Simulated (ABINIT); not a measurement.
# Beyond one shot: CO2 (P4_2/mnm)

How far does self-consistency move the gap of CO2 (P4_2/mnm)?

Method: LDA and many-body steps on it, plane waves, in ABINIT 10.8.3.

This is a report of a sequence of runs, with most program output left out.

### 1. The starting structure

It takes space group P4_2/mnm (No. 136, tetragonal). The conventional cell has a = 4.227 Å, b = 4.227 Å, c = 4.688 Å, α = 90.00°, β = 90.00°, γ = 90.00°. Nearest to C lie 2 O at 1.17 Å. Nearest to O lie 1 C at 1.17 Å. Farther neighbours and most contacts between anions are not listed.

The cell and positions are those that the Materials Project relaxed with its own functionals (PBE, PBE+U or r2SCAN), kept fixed.

### 2. Empty states on the mesh, 2×2×2 mesh, 77 bands

This step: ABINIT 10.8.3; DFT, LDA, plane waves, norm-conserving pseudopotentials.

The sums over transitions need many empty states on a uniform mesh; this step solves for them.

run.abi

```
acell 3*1.0 Angstrom
rprim 
  4.227212790000 0.000000000000 0.000000000000
  0.000000000000 4.227212790000 0.000000000000
  0.000000000000 0.000000000000 4.687771590000
ntypat 2
znucl 6 8
natom 6
typat 1 1 2 2 2 2
xred 
  0.500000000000 0.500000000000 0.500000000000
  0.000000000000 0.000000000000 0.000000000000
  0.304826860000 0.695173140000 0.500000000000
  0.695173140000 0.304826860000 0.500000000000
  0.195173140000 0.195173140000 0.000000000000
  0.804826860000 0.804826860000 0.000000000000
pp_dirpath "pseudos"
pseudos "C.upf, O.upf"
ecut 37
ngkpt 2 2 2
nshiftk 1
shiftk 0 0 0
kptopt 1
chksymbreak 0
iscf -2
irdden 1
istwfk *1
nband 77
nbdbuf 6
tolwfr 1e-09
nstep 60
prtvol 0
indata_prefix "in"
outdata_prefix "out"
tmpdata_prefix "tmp"
```

Command:

```bash
OMP_NUM_THREADS=1 mpirun -n 8 abinit run.abi > log
```

The job ended after 12 s (8 MPI ranks of Arm Neoverse V2, shared host; peak memory 0.56 GiB).

Numbers from this step:

- gap: 6.325 eV
- k of the valence top: 0.5, 0.5, 0.5
- k of the conduction bottom: 0, 0, 0
- least direct gap: 6.811 eV
- k points computed: 6
- lowest point of the top converged band, above the valence top: 42.23 eV

On this mesh the gap is 6.325 eV.

The density comes from a self-consistent run that is not shown.

### 3. Screening, 2×2×2 mesh, 71 bands, screening to 106.1 eV

The RPA dielectric matrix is built and inverted for each q.

This step: RPA screening on LDA, plane waves, norm-conserving pseudopotentials.

run.abi, as its differences from that of step 2:

```diff
@@ -24,10 +24,11 @@
 chksymbreak 0
-iscf -2
-irdden 1
 istwfk *1
-nband 77
-nbdbuf 6
-tolwfr 1e-09
-nstep 60
-prtvol 0
+occopt 1
+irdwfk 1
+optdriver 3
+nband 71
+ecuteps 3.9
+inclvkb 2
+awtr 1
+symchi 1
 indata_prefix "in"
```

The job ended after 6.1 s (8 MPI ranks; peak memory 1.4 GiB).

Numbers from this step:

| Quantity | Value |
| --- | --- |
| ε∞ with local fields, on this mesh, along the program's q direction | 1.876 |
| the same without local fields | 2.272 |
| plasma frequency | 22.95 eV |
| plane waves in the screening matrix | 211 |

Local fields lower ε∞ by 17 %. On a Γ-centred mesh this coarse the value itself is usually too large, while a short band sum pulls it down.

### 4. G0W0

The self-energy is evaluated for the states that the input lists, and the levels follow from it, in one-shot runs by the linearised quasiparticle equation.

This step: G0W0 on LDA, plane waves, norm-conserving pseudopotentials.

run.abi, as its differences from that of step 3:

```diff
@@ -27,8 +27,17 @@
 irdwfk 1
-optdriver 3
+optdriver 4
 nband 71
+gwcalctyp 0
+ecutsigx 37
+symsigma 1
+nkptgw 2
+kptgw 
+  0.5000000000 0.5000000000 0.5000000000
+  0.0000000000 0.0000000000 0.0000000000
+bdgw 
+  15 18
+  15 18
 ecuteps 3.9
-inclvkb 2
-awtr 1
-symchi 1
+irdscr 1
+ppmodel 1
 indata_prefix "in"
```

Wall time 2.8 s (8 MPI ranks); peak memory 0.16 GiB; 22 s of CPU time.

Numbers from this step:

* G0W0 gap on the points computed: 10.14 eV
* starting gap on the mesh: 6.325 eV
* k of the valence top: 0.5, 0.5, 0.5
* k of the conduction bottom: 0, 0, 0
* Z at the valence top: 0.828
* Z at the conduction bottom: 0.887
* least direct G0W0 gap on the computed points: 10.69 eV

The gap on the mesh goes from 6.32 eV to 10.14 eV, a correction of +3.81 eV.

### 5. evGW0, cycle 1

This step: evGW0 on LDA, plane waves, norm-conserving pseudopotentials.

run.abi, as its differences from that of step 4:

```diff
@@ -29,12 +29,20 @@
 nband 71
-gwcalctyp 0
+gwcalctyp 10
 ecutsigx 37
 symsigma 1
-nkptgw 2
+nkptgw 6
 kptgw 
+  0.0000000000 0.0000000000 0.0000000000
+  0.5000000000 0.0000000000 0.0000000000
+  0.5000000000 0.5000000000 0.0000000000
+  0.0000000000 0.0000000000 0.5000000000
+  0.5000000000 0.0000000000 0.5000000000
   0.5000000000 0.5000000000 0.5000000000
-  0.0000000000 0.0000000000 0.0000000000
 bdgw 
-  15 18
-  15 18
+  5 22
+  5 22
+  5 22
+  5 22
+  5 22
+  5 22
 ecuteps 3.9
```

Elapsed: 18 s, on 8 MPI ranks; peak memory 2.3 GiB; 2.4 min of CPU time.

This step gave:

```
quasiparticle gap on the mesh                         : 10.75 eV
gap of the density functional on the mesh             : 6.325 eV
k of the valence top                                  : 0.5, 0.5, 0.5
k of the conduction bottom                            : 0, 0, 0
Z at the valence top                                  : 0.828
Z at the conduction bottom                            : 0.887
least direct quasiparticle gap on the computed points : 11.31 eV
```

Against G0W0 in ABINIT (2×2×2 mesh, 71 bands, screening to 106.1 eV, Godby-Needs plasmon pole), the gap moves by +0.610 eV. This first cycle still uses the starting levels; it takes the full correction, at all points of the mesh, and its linearised value is 10.137 eV.

### 6. evGW0, cycle 2

The corrected levels of the last cycle go back in.

run.abi, as its differences from that of step 5:

```diff
@@ -50,2 +50,3 @@
 ppmodel 1
+irdqps 1
 indata_prefix "in"
```

It took 18 s on 8 MPI ranks; peak memory 2.3 GiB.

Numbers from this step:

```yaml
quasiparticle_gap_on_the_mesh: 10.54 eV
gap_of_the_density_functional_on_the_mesh: 6.325 eV
k_of_the_valence_top: 0.5, 0.5, 0.5
k_of_the_conduction_bottom: 0, 0, 0
least_direct_quasiparticle_gap_on_the_computed_points: 11.09 eV
```

Against the cycle before, the gap moves by −0.212 eV.

### 7. evGW0, cycle 3

run.abi is that of step 6.

It took 19 s on 8 MPI ranks; peak memory 2.3 GiB.

This step gave:

```
quasiparticle gap on the mesh                         : 10.54 eV
gap of the density functional on the mesh             : 6.325 eV
k of the valence top                                  : 0.5, 0.5, 0.5
k of the conduction bottom                            : 0, 0, 0
least direct quasiparticle gap on the computed points : 11.10 eV
```

Against the cycle before, the gap moves by +0.009 eV.

### 8. Screening, 2×2×2 mesh, 71 bands, screening to 106.1 eV

This step: RPA screening on LDA, plane waves, norm-conserving pseudopotentials.

run.abi, as its differences from that of step 7:

```diff
@@ -27,26 +27,13 @@
 irdwfk 1
-optdriver 4
+optdriver 3
 nband 71
+ecuteps 3.9
+inclvkb 2
+awtr 1
+symchi 1
 gwcalctyp 10
-ecutsigx 37
-symsigma 1
-nkptgw 6
-kptgw 
-  0.0000000000 0.0000000000 0.0000000000
-  0.5000000000 0.0000000000 0.0000000000
-  0.5000000000 0.5000000000 0.0000000000
-  0.0000000000 0.0000000000 0.5000000000
-  0.5000000000 0.0000000000 0.5000000000
-  0.5000000000 0.5000000000 0.5000000000
-bdgw 
-  5 22
-  5 22
-  5 22
-  5 22
-  5 22
-  5 22
-ecuteps 3.9
-irdscr 1
-ppmodel 1
-irdqps 1
+mbpt_sciss 5.519 eV
+nqptdm 1
+qptdm 
+  0 0 0
 indata_prefix "in"
```

Elapsed: 4.5 s, on 8 MPI ranks; peak memory 1.4 GiB.

This step gave:

* ε∞ with local fields, on this mesh, along the program's q direction: 1.665
* the same without local fields: 1.881
* plasma frequency: 22.95 eV
* plane waves in the screening matrix: 211

This screening uses the functional's bands under a rigid shift, the mean opening of the cycle before.

### 9. Screening, 2×2×2 mesh, 71 bands, screening to 106.1 eV

This step: RPA screening on LDA from quasiparticle energies, plane waves, norm-conserving pseudopotentials.

run.abi, as its differences from that of step 8:

```diff
@@ -33,7 +33,11 @@
 symchi 1
+irdqps 1
 gwcalctyp 10
-mbpt_sciss 5.519 eV
-nqptdm 1
+nqptdm 5
 qptdm 
-  0 0 0
+  0.5000000000 0.0000000000 0.0000000000
+  0.5000000000 0.5000000000 0.0000000000
+  0.0000000000 0.0000000000 0.5000000000
+  0.5000000000 0.0000000000 0.5000000000
+  0.5000000000 0.5000000000 0.5000000000
 indata_prefix "in"
```

mrgscr.stdin

```
2
merged
q0_SCR
out_SCR
1
```

Command:

```bash
OMP_NUM_THREADS=1 mpirun -n 8 abinit run.abi > log; mrgscr < mrgscr.stdin
```

The job ended after 3.5 s (8 MPI ranks; peak memory 1.2 GiB; 27 s of CPU time).

Numbers from this step:

* plasma frequency: 22.95 eV
* plane waves in the screening matrix: 211

This screening reads the quasiparticle levels of the cycle before.

### 10. evGW, cycle 1

This step: evGW on LDA, plane waves, norm-conserving pseudopotentials.

run.abi, as its differences from that of step 9:

```diff
@@ -27,12 +27,10 @@
 irdwfk 1
-optdriver 3
+optdriver 4
 nband 71
-ecuteps 3.9
-inclvkb 2
-awtr 1
-symchi 1
-irdqps 1
 gwcalctyp 10
-nqptdm 5
-qptdm 
+ecutsigx 37
+symsigma 1
+nkptgw 6
+kptgw 
+  0.0000000000 0.0000000000 0.0000000000
   0.5000000000 0.0000000000 0.0000000000
@@ -42,2 +40,13 @@
   0.5000000000 0.5000000000 0.5000000000
+bdgw 
+  5 22
+  5 22
+  5 22
+  5 22
+  5 22
+  5 22
+ecuteps 3.9
+irdscr 1
+ppmodel 1
+irdqps 1
 indata_prefix "in"
```

Command:

```bash
OMP_NUM_THREADS=1 mpirun -n 8 abinit run.abi > log
```

Wall time 19 s (8 MPI ranks); peak memory 2.3 GiB; 2.4 min of CPU time.

This step gave:

| Item | Value |
| --- | --- |
| quasiparticle gap on the mesh | 11.26 eV |
| gap of the density functional on the mesh | 6.325 eV |
| k of the valence top | 0.5, 0.5, 0.5 |
| k of the conduction bottom | 0, 0, 0 |
| least direct quasiparticle gap on the computed points | 11.84 eV |

Against G0W0 in ABINIT (2×2×2 mesh, 71 bands, screening to 106.1 eV, Godby-Needs plasmon pole), the gap moves by +1.127 eV.

### 11. Screening, 2×2×2 mesh, 71 bands, screening to 106.1 eV

This step: RPA screening on LDA, plane waves, norm-conserving pseudopotentials.

run.abi, as its differences from that of step 10:

```diff
@@ -27,26 +27,13 @@
 irdwfk 1
-optdriver 4
+optdriver 3
 nband 71
+ecuteps 3.9
+inclvkb 2
+awtr 1
+symchi 1
 gwcalctyp 10
-ecutsigx 37
-symsigma 1
-nkptgw 6
-kptgw 
-  0.0000000000 0.0000000000 0.0000000000
-  0.5000000000 0.0000000000 0.0000000000
-  0.5000000000 0.5000000000 0.0000000000
-  0.0000000000 0.0000000000 0.5000000000
-  0.5000000000 0.0000000000 0.5000000000
-  0.5000000000 0.5000000000 0.5000000000
-bdgw 
-  5 22
-  5 22
-  5 22
-  5 22
-  5 22
-  5 22
-ecuteps 3.9
-irdscr 1
-ppmodel 1
-irdqps 1
+mbpt_sciss 6.259 eV
+nqptdm 1
+qptdm 
+  0 0 0
 indata_prefix "in"
```

Wall time 4.6 s (8 MPI ranks); peak memory 1.4 GiB; 36 s of CPU time.

Numbers from this step:

| Item | Value |
| --- | --- |
| ε∞ with local fields, on this mesh, along the program's q direction | 1.645 |
| the same without local fields | 1.847 |
| plasma frequency | 22.95 eV |
| plane waves in the screening matrix | 211 |

This screening uses the functional's bands under a rigid shift, the mean opening of the cycle before.

### 12. Screening, 2×2×2 mesh, 71 bands, screening to 106.1 eV

This step: RPA screening on LDA from quasiparticle energies, plane waves, norm-conserving pseudopotentials.

run.abi, as its differences from that of step 11:

```diff
@@ -33,7 +33,11 @@
 symchi 1
+irdqps 1
 gwcalctyp 10
-mbpt_sciss 6.259 eV
-nqptdm 1
+nqptdm 5
 qptdm 
-  0 0 0
+  0.5000000000 0.0000000000 0.0000000000
+  0.5000000000 0.5000000000 0.0000000000
+  0.0000000000 0.0000000000 0.5000000000
+  0.5000000000 0.0000000000 0.5000000000
+  0.5000000000 0.5000000000 0.5000000000
 indata_prefix "in"
```

mrgscr.stdin is that of step 9.

Command:

```bash
OMP_NUM_THREADS=1 mpirun -n 8 abinit run.abi > log; mrgscr < mrgscr.stdin
```

The job ended after 3.5 s (8 MPI ranks; peak memory 1.2 GiB).

Numbers from this step:

```yaml
plasma_frequency: 22.95 eV
plane_waves_in_the_screening_matrix: 211
```

This screening reads the quasiparticle levels of the cycle before.

### 13. evGW, cycle 2

This step: evGW on LDA, plane waves, norm-conserving pseudopotentials.

run.abi, as its differences from that of step 12:

```diff
@@ -27,12 +27,10 @@
 irdwfk 1
-optdriver 3
+optdriver 4
 nband 71
-ecuteps 3.9
-inclvkb 2
-awtr 1
-symchi 1
-irdqps 1
 gwcalctyp 10
-nqptdm 5
-qptdm 
+ecutsigx 37
+symsigma 1
+nkptgw 6
+kptgw 
+  0.0000000000 0.0000000000 0.0000000000
   0.5000000000 0.0000000000 0.0000000000
@@ -42,2 +40,13 @@
   0.5000000000 0.5000000000 0.5000000000
+bdgw 
+  5 22
+  5 22
+  5 22
+  5 22
+  5 22
+  5 22
+ecuteps 3.9
+irdscr 1
+ppmodel 1
+irdqps 1
 indata_prefix "in"
```

Command:

```bash
OMP_NUM_THREADS=1 mpirun -n 8 abinit run.abi > log
```

Elapsed: 20 s, on 8 MPI ranks; peak memory 2.3 GiB.

This step gave:

```yaml
quasiparticle_gap_on_the_mesh: 11.33 eV
gap_of_the_density_functional_on_the_mesh: 6.325 eV
k_of_the_valence_top: 0.5, 0.5, 0.5
k_of_the_conduction_bottom: 0, 0, 0
least_direct_quasiparticle_gap_on_the_computed_points: 11.90 eV
```

Against the cycle before, the gap moves by +0.067 eV.

### 14. Screening, 2×2×2 mesh, 71 bands, screening to 106.1 eV

This step: RPA screening on LDA, plane waves, norm-conserving pseudopotentials.

run.abi, as its differences from that of step 13:

```diff
@@ -27,26 +27,13 @@
 irdwfk 1
-optdriver 4
+optdriver 3
 nband 71
+ecuteps 3.9
+inclvkb 2
+awtr 1
+symchi 1
 gwcalctyp 10
-ecutsigx 37
-symsigma 1
-nkptgw 6
-kptgw 
-  0.0000000000 0.0000000000 0.0000000000
-  0.5000000000 0.0000000000 0.0000000000
-  0.5000000000 0.5000000000 0.0000000000
-  0.0000000000 0.0000000000 0.5000000000
-  0.5000000000 0.0000000000 0.5000000000
-  0.5000000000 0.5000000000 0.5000000000
-bdgw 
-  5 22
-  5 22
-  5 22
-  5 22
-  5 22
-  5 22
-ecuteps 3.9
-irdscr 1
-ppmodel 1
-irdqps 1
+mbpt_sciss 6.318 eV
+nqptdm 1
+qptdm 
+  0 0 0
 indata_prefix "in"
```

Wall time 4.7 s (8 MPI ranks); peak memory 1.4 GiB.

Numbers from this step:

```yaml
eps_infinity_with_local_fields_on_this_mesh_along_the_program_s_q_direction: 1.643
the_same_without_local_fields: 1.845
plasma_frequency: 22.95 eV
plane_waves_in_the_screening_matrix: 211
```

This screening uses the functional's bands under a rigid shift, the mean opening of the cycle before.

### 15. Screening, 2×2×2 mesh, 71 bands, screening to 106.1 eV

This step: RPA screening on LDA from quasiparticle energies, plane waves, norm-conserving pseudopotentials.

run.abi, as its differences from that of step 14:

```diff
@@ -33,7 +33,11 @@
 symchi 1
+irdqps 1
 gwcalctyp 10
-mbpt_sciss 6.318 eV
-nqptdm 1
+nqptdm 5
 qptdm 
-  0 0 0
+  0.5000000000 0.0000000000 0.0000000000
+  0.5000000000 0.5000000000 0.0000000000
+  0.0000000000 0.0000000000 0.5000000000
+  0.5000000000 0.0000000000 0.5000000000
+  0.5000000000 0.5000000000 0.5000000000
 indata_prefix "in"
```

mrgscr.stdin is that of step 12.

Command:

```bash
OMP_NUM_THREADS=1 mpirun -n 8 abinit run.abi > log; mrgscr < mrgscr.stdin
```

Wall time 3.4 s (8 MPI ranks); peak memory 1.2 GiB; 26 s of CPU time.

Numbers from this step:

| Property | Result |
| --- | --- |
| plasma frequency | 22.95 eV |
| plane waves in the screening matrix | 211 |

This screening reads the quasiparticle levels of the cycle before.

### 16. evGW, cycle 3

This step: evGW on LDA, plane waves, norm-conserving pseudopotentials.

run.abi, as its differences from that of step 15:

```diff
@@ -27,12 +27,10 @@
 irdwfk 1
-optdriver 3
+optdriver 4
 nband 71
-ecuteps 3.9
-inclvkb 2
-awtr 1
-symchi 1
-irdqps 1
 gwcalctyp 10
-nqptdm 5
-qptdm 
+ecutsigx 37
+symsigma 1
+nkptgw 6
+kptgw 
+  0.0000000000 0.0000000000 0.0000000000
   0.5000000000 0.0000000000 0.0000000000
@@ -42,2 +40,13 @@
   0.5000000000 0.5000000000 0.5000000000
+bdgw 
+  5 22
+  5 22
+  5 22
+  5 22
+  5 22
+  5 22
+ecuteps 3.9
+irdscr 1
+ppmodel 1
+irdqps 1
 indata_prefix "in"
```

Command:

```bash
OMP_NUM_THREADS=1 mpirun -n 8 abinit run.abi > log
```

Elapsed: 19 s, on 8 MPI ranks; peak memory 2.3 GiB; 2.5 min of CPU time.

Numbers from this step:

```
quasiparticle gap on the mesh                         : 11.34 eV
gap of the density functional on the mesh             : 6.325 eV
k of the valence top                                  : 0.5, 0.5, 0.5
k of the conduction bottom                            : 0, 0, 0
least direct quasiparticle gap on the computed points : 11.91 eV
```

Against the cycle before, the gap moves by +0.004 eV.

### 17. Side by side

Times are wall times on 8 MPI ranks of Arm Neoverse V2, shared host, good to a factor of about two. A run's time includes the screening step that it read.

| run | mesh | bands | screening cutoff (eV) | DFT gap (eV) | gap on the mesh (eV) | direct (eV) | ε∞ used | time |
| --- | --- | --- | --- | --- | --- | --- | --- | --- |
| G0W0 | 2×2×2 | 71 | 106.1 | 6.325 | 10.137 | 10.693 | 1.88 | 8.9 s |
| evGW0, cycle 1 | 2×2×2 | 71 | 106.1 | 6.325 | 10.747 | 11.314 | 1.88 | 24 s |
| evGW0, cycle 2 | 2×2×2 | 71 | 106.1 | 6.325 | 10.535 | 11.094 | 1.88 | 25 s |
| evGW0, cycle 3 | 2×2×2 | 71 | 106.1 | 6.325 | 10.544 | 11.102 | 1.88 | 25 s |
| evGW, cycle 1 | 2×2×2 | 71 | 106.1 | 6.325 | 11.264 | 11.835 | 1.66 | 27 s |
| evGW, cycle 2 | 2×2×2 | 71 | 106.1 | 6.325 | 11.331 | 11.902 | 1.64 | 28 s |
| evGW, cycle 3 | 2×2×2 | 71 | 106.1 | 6.325 | 11.335 | 11.906 | 1.64 | 27 s |

### 18. Results

```
G0W0           : 10.137 eV
evGW0, cycle 1 : 10.747 eV
evGW0, cycle 2 : 10.535 eV
evGW0, cycle 3 : 10.544 eV
evGW, cycle 1  : 11.264 eV
evGW, cycle 2  : 11.331 eV
evGW, cycle 3  : 11.335 eV
known limits   : not at the basis limit; coarse k mesh
```

In words: Only the bands that the input lists are updated; the others, empty or deep, keep the functional's energies or take a rigid shift. The evGW loop starts from the last levels of evGW0, so its cycles and time come on top of those. evGW0 ends at 10.54 eV, +0.41 eV from G0W0, after 3 cycles that took 55 s beside the first screening; the last moved the gap by 0.009 eV. evGW ends at 11.34 eV, +1.20 eV from G0W0, after 3 cycles that took 82 s beside the first screening; the last moved the gap by 0.004 eV. The first cycle of evGW0 takes the full correction, without the factor Z, so it overshoots the one-shot value. Bands and cutoff are finite, so the gap is not at the basis limit. The miss can reach some tenths of an eV and take either sign; the mesh is an error of its own. The 2×2×2 mesh is coarse for this cell, which bears on the long-range parts of exchange and screening. In the updated screening the q = 0 part is built from Kohn-Sham bands under a rigid shift, the other q from the quasiparticle levels.

[Paths, hosts, dates, memory and timing lines, banners, echoed tables and standing remarks are left out of the program output.]

[Logs are printed without paths, hosts, clocks, repeated set-up lines and the standing remarks that a program may print on its own settings, such as how far it seeks lower states.]

[Runs of the session that timed out or met a known fault of the program may be left out.]

[Hosts, paths, dates, database ids (printed as entryN), source tags and the programs' standing remarks are cut or masked in the printed files.]

[G0W0 gaps are taken among the corrected bands and points alone; a level outside them can change the order at an edge.]

[Where Ansatz stands beside ABINIT at settings called matched, ABINIT's density can come from a denser mesh and the files from another edition; pairs whose starting gaps differed by over 0.03 eV were left out, so agreement reads better than it is.]
